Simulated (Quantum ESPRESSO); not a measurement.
# How cutoff, mesh and threshold together moves the magnetism of Fe, part 2 of 2

Two starts of Fe are run at each rung of cutoff, mesh and threshold together.

Quantum ESPRESSO 7.5; PBEsol; plane waves with GBRV 1.5 PBEsol potentials, no spin-orbit coupling (settings of the first rung).

So far, largest spin moment in the atom's sphere (μB): step 2 (rung 1, start ferro +) 2.18; step 4 (rung 2, start ferro +) 2.42; step 5 (rung 2, start antiferro q=(1/2,1/2,1/2) +-) 1.78; step 6 (rung 3, start ferro +) 2.33; step 7 (rung 3, start antiferro q=(1/2,1/2,1/2) +-) 1.80.

The database entry behind the starting cell differs from other determinations of this structure, so it need not match the best structure at room temperature.

### 8. Rung 4, start ferro +

pw.in reads:

```
&CONTROL
  calculation = 'scf'
  prefix = 'pwscf'
  outdir = './tmp'
  pseudo_dir = './pseudo'
  disk_io = 'nowf'
  tprnfor = .true.
  tstress = .true.
/
&SYSTEM
  ibrav = 0
  nat = 1
  ntyp = 1
  ecutwfc = 52
  ecutrho = 364
  nbnd = 15
  occupations = 'smearing'
  smearing = 'fd'
  degauss = 0.00734986
  nspin = 2
  starting_magnetization(1) = 0.175
/
&ELECTRONS
  conv_thr = 1d-10
  electron_maxstep = 150
  mixing_beta = 0.3
/
ATOMIC_SPECIES
Fe     55.8450 fe_pbesol_v1.5.uspp.F.UPF
CELL_PARAMETERS bohr
  -2.7027618925    2.7027618925    2.7027618925
   2.7027618925   -2.7027618925    2.7027618925
   2.7027618925    2.7027618925   -2.7027618925
ATOMIC_POSITIONS crystal
Fe      0.0000000000    0.0000000000    0.0000000000
K_POINTS automatic
18 18 18 0 0 0
```

The run is started by

```
$ OMP_NUM_THREADS=1 mpirun -n 2 pw.x -nk 2 -in pw.in > pw.out
```

Log:

```text
     [... lines left out ...]
Program PWSCF v.7.5 starts
     [... lines left out ...]
     number of atoms/cell      =            1
     [... lines left out ...]
     number of electrons       =        16.00
     number of Kohn-Sham states=           15
     kinetic-energy cutoff     =      52.0000  Ry
     charge density cutoff     =     364.0000  Ry
     scf convergence threshold =      1.0E-10
     [... lines left out ...]
     48 Sym. Ops., with inversion, found
     [... lines left out ...]
     number of k points=   195  Fermi-Dirac smearing, width (Ry)=  0.0073
     [... lines left out ...]
     iteration # 13     ecut=    52.00 Ry     beta= 0.30
     [... lines left out ...]
     Magnetic moment per site  (integrated on atomic sphere of radius R)
     atom   1 (R=0.413)  charge= 14.4105  magn=  2.3299
     [... lines left out ...]
     the Fermi energy is    17.3801 ev
!    total energy              =    -250.19605675 Ry
     estimated scf accuracy    <          9.4E-12 Ry
     smearing contrib. (-TS)   =      -0.00245123 Ry
     [... lines left out ...]
     total magnetization       =     2.28 Bohr mag/cell
     absolute magnetization    =     2.40 Bohr mag/cell
     convergence has been achieved in  13 iterations
     [... lines left out ...]
     Total force =     0.000000     Total SCF correction =     0.000000
     [... lines left out ...]
          total   stress  (Ry/bohr**3)                   (kbar)     P=     -131.19
     [... lines left out ...]
```

Run time: 51 s. Hardware: 2 MPI ranks of Intel Xeon Platinum 8259CL at 2.50GHz (Skylake/Cascade Lake), shared host; peak memory 0.19 GiB.

This step gave:

```
magnetization  : 2.284 μB
final state    : ferromagnetic
largest moment : 2.330 μB
```

### 9. Rung 4, start antiferro q=(1/2,1/2,1/2) +-

pw.in reads:

```
&CONTROL
  calculation = 'scf'
  prefix = 'pwscf'
  outdir = './tmp'
  pseudo_dir = './pseudo'
  disk_io = 'nowf'
  tprnfor = .true.
  tstress = .true.
/
&SYSTEM
  ibrav = 0
  nat = 2
  ntyp = 2
  ecutwfc = 52
  ecutrho = 364
  nbnd = 23
  occupations = 'smearing'
  smearing = 'fd'
  degauss = 0.00734986
  nspin = 2
  starting_magnetization(1) = 0.175
  starting_magnetization(2) = -0.175
/
&ELECTRONS
  conv_thr = 2d-10
  electron_maxstep = 150
  mixing_beta = 0.3
/
ATOMIC_SPECIES
Fe1    55.8450 fe_pbesol_v1.5.uspp.F.UPF
Fe2    55.8450 fe_pbesol_v1.5.uspp.F.UPF
CELL_PARAMETERS bohr
  -5.4055237850    5.4055237850    5.4055237850
   0.0000000000    0.0000000000    5.4055237850
   0.0000000000    5.4055237850    0.0000000000
ATOMIC_POSITIONS crystal
Fe1     0.0000000000    0.0000000000    0.0000000000
Fe2     0.5000000000    0.0000000000    0.0000000000
K_POINTS automatic
9 18 18 0 0 0
```

Log:

```text
     [... lines left out ...]
Program PWSCF v.7.5 starts
     [... lines left out ...]
     number of atoms/cell      =            2
     [... lines left out ...]
     number of electrons       =        32.00
     number of Kohn-Sham states=           23
     kinetic-energy cutoff     =      52.0000  Ry
     charge density cutoff     =     364.0000  Ry
     scf convergence threshold =      2.0E-10
     [... lines left out ...]
     48 Sym. Ops., with inversion, found
     [... lines left out ...]
     number of k points=   110  Fermi-Dirac smearing, width (Ry)=  0.0073
     [... lines left out ...]
     iteration # 21     ecut=    52.00 Ry     beta= 0.30
     [... lines left out ...]
     Magnetic moment per site  (integrated on atomic sphere of radius R)
     atom   1 (R=0.206)  charge= 14.4104  magn=  1.8007
     atom   2 (R=0.206)  charge= 14.4104  magn= -1.8008
     [... lines left out ...]
     the Fermi energy is    17.7138 ev
!    total energy              =    -500.32713378 Ry
     estimated scf accuracy    <          3.8E-11 Ry
     smearing contrib. (-TS)   =      -0.01352580 Ry
     [... lines left out ...]
     total magnetization       =    -0.00 Bohr mag/cell
     absolute magnetization    =     3.73 Bohr mag/cell
     convergence has been achieved in  21 iterations
     [... lines left out ...]
     Total force =     0.000000     Total SCF correction =     0.000000
     [... lines left out ...]
          total   stress  (Ry/bohr**3)                   (kbar)     P=     -157.96
     [... lines left out ...]
```

The job ended after 1.9 min (2 MPI ranks; peak memory 0.27 GiB; 3.8 min of CPU time).

Numbers from this step:

```
magnetization  : 0 μB
final state    : antiferromagnetic
largest moment : 1.801 μB
```

### 10. The rungs together

Ladder, by row:

| rung | cutoff (eV) | mesh | state from the first start | state from the second start | second less first (meV a seeded atom) | moment, first (μB) | moment, second (μB) | CPU time (s) |
| --- | --- | --- | --- | --- | --- | --- | --- | --- |
| 1 | 299 | 6x6x6 | ferromagnetic | antiferromagnetic | 458.6 | 2.18 | 1.693 | 15.52 |
| 2 | 408 | 8x8x8 | ferromagnetic | antiferromagnetic | 430 | 2.417 | 1.778 | 29.45 |
| 3 | 544 | 14x14x14 | ferromagnetic | antiferromagnetic | 442.7 | 2.334 | 1.796 | 114.3 |
| 4 | 707 | 18x18x18 | ferromagnetic | antiferromagnetic | 442 | 2.33 | 1.801 | 329.9 |

### 11. Outcome

| Quantity | Value |
| --- | --- |
| range of the largest moment, first start | 2.18 to 2.42 μB; second start 1.69 to 1.80 μB |
| range of CPU time | 16 s to 5.5 min |
| range of the energy difference | 430 to 459 meV a seeded atom |
| first rung that agrees with the last (margins below) | 3 |

In words: From rung 3 on the states are those of the last rung, the moments stay within 0.05 μB of it and the difference within 22 meV; rung 3 took 35 % of its CPU time. Energies are free energies at an electronic temperature of 1160 K, which lowers moments and differences where the moments are itinerant.

[Long decimals in the printed logs are rounded to 6 places.]

[Logs and program files are shortened in this print: banners, set-up blocks, solver, clock and traceback lines can be left out without a mark of their own.]

[Logs are printed without paths, hosts, clocks, repeated set-up lines and the standing remarks that a program may print on its own settings, such as how far it seeks lower states.]

[Hosts, paths, dates, database ids (printed as entryN), source tags and the programs' standing remarks are cut or masked in the printed files.]

[Where the starting crystal was built by hand or by swapping elements, it need not be the compound's stable phase.]

[Where a cell is said to come from a database of computed structures, the database is the Materials Project.]

[Lattice constants that a cell's source calls measured were typed from memory.]
